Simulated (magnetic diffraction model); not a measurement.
## Solving a magnetic structure from powder neutron data: Ho₃Sc₂Ni₆

Space group Im-3m (no. 229), a = 9.0390 Å.

```
site  atom       x       y       z
 12e    Ho  0.7080       0       0
 24h    Ni     1/2  0.1601  0.1601
  8c    Sc     1/4     1/4     1/4
```

The compound is invented for this exercise: a known structure type with other elements, its cell scaled to their sizes and not relaxed.

Only Ho is taken to order (form factors of Ho3+); orders and moment sizes are assumed, and not adapted to the symmetry. Radiation: neutrons of λ = 4.2 Å, 2° to 100°; isotropic B of 0.21 Å² (Ho), 0.33 Å² (Ni) and 0.39 Å² (Sc). Simulated constant-wavelength pattern: nuclear and magnetic terms add, the magnetic one as |2.695 fm × Σ f S⊥ exp(2πi Q·r) exp(−B s²)|², summed over all Q at one angle with the factor 1/(sin²θ cos θ). For a modulated order the moment at position r is S exp(−2πi k·r) + c.c., with S = m/2 for a sine wave of amplitude m and S = m(u + iv)/2 for moments turning in a plane, u and v being orthogonal unit vectors in it; the phase factor of the sum at Q = H + k is then exp(2πi H·r). Free-ion form factors, Sears's scattering lengths of 1992, no absorption; a label names one of the reflections at its angle. The strongest nuclear line in the range is 100, and lines under 0.2 are left out.

Above the ordering temperature:

```tsv
2θ (°)	index	I
38.36	(1 1 0)	100.0
55.38	(2 0 0)	27.1
69.37	(2 1 1)	8.8
82.16	(2 2 0)	4.8
94.56	(3 1 0)	37.1
```

Below it (cell unchanged):

```csv
2θ (°),I
6.85,423.6
33.65,206.3
38.36,100.0
39.02,80.7
43.82,108.6
47.77,11.7
55.38,27.1
55.87,45.2
62.86,34.3
63.25,7.1
66.38,109.1
69.37,8.8
73.16,89.6
76.10,28.3
76.46,23.9
82.16,4.8
82.57,22.4
85.42,23.4
88.95,21.6
91.78,40.5
94.56,37.1
94.97,33.6
98.17,36.5
```

**Question.** Check that the new lines index with k = (0 0 0.257), then choose among these models:
A. a sine wave with moments along [010] (amplitudes given), 8.6 μB on Ho; signs + at (0.7080, 0, 0), + at (0, 0.7080, 0), − at (0, 0, 0.2920), − at (0.2920, 0, 0), + at (0, 0.2920, 0), + at (0, 0, 0.7080)
B. moments turning in the plane of [001] and [010], 8.6 μB on Ho; signs + at (0.7080, 0, 0), + at (0, 0.7080, 0), − at (0, 0, 0.2920), − at (0.2920, 0, 0), + at (0, 0.2920, 0), + at (0, 0, 0.7080)
C. a sine wave with moments along [001] (amplitudes given), 8.6 μB on Ho; signs + at (0.7080, 0, 0), + at (0, 0.7080, 0), − at (0, 0, 0.2920), − at (0.2920, 0, 0), + at (0, 0.2920, 0), + at (0, 0, 0.7080)
D. moments turning in the plane of [001] and [100], 8.6 μB on Ho; signs + at (0.7080, 0, 0), + at (0, 0.7080, 0), − at (0, 0, 0.2920), − at (0.2920, 0, 0), + at (0, 0.2920, 0), + at (0, 0, 0.7080)

The new lines index as (0 0 0.257) at 6.85°, (1 0 0.743) at 33.65°, (1 1 0.257) at 39.02° and (1 0 1.257) at 43.82°, that is as H ± k with k = (0 0 0.257), one of 3 inequivalent arms of its star (k and −k counted as one), which a powder can't tell apart. Satellites come in pairs about each point of the reciprocal lattice.

Magnetic intensity, observed (below minus above) and for each model:

| 2θ (°) | index | observed | A | B | C | D |
| --- | --- | --- | --- | --- | --- | --- |
| 6.85 | (0 0 0.257) | 423.6 | 423.6 | 423.6 | <0.2 | 423.6 |
| 33.65 | (1 0 0.743) | 206.3 | 116.4 | 206.3 | 90.0 | 162.9 |
| 39.02 | (1 1 0.257) | 80.7 | 28.1 | 80.7 | 52.7 | 80.7 |
| 43.82 | (1 0 1.257) | 108.6 | 75.9 | 108.6 | 32.7 | 92.8 |
| 55.87 | (2 0 0.257) | 45.2 | 17.7 | 45.2 | 27.5 | 38.3 |
| 66.38 | (2 1 0.743) | 109.1 | 36.6 | 109.1 | 72.5 | 124.3 |
| 73.16 | (2 1 1.257) | 89.6 | 37.2 | 89.6 | 52.4 | 100.6 |
| 94.97 | (3 1 0.257) | 33.6 | 8.4 | 33.6 | 25.2 | 42.4 |

Model B matches.

The structure used: k = (0 0 0.257), moments turning in the plane of [001] and [010], 8.6 μB on Ho; signs + at (0.7080, 0, 0), + at (0, 0.7080, 0), − at (0, 0, 0.2920), − at (0.2920, 0, 0), + at (0, 0.2920, 0), + at (0, 0, 0.7080).

[Logs are printed without paths, hosts, clocks, repeated set-up lines and the standing remarks that a program may print on its own settings, such as how far it seeks lower states.]
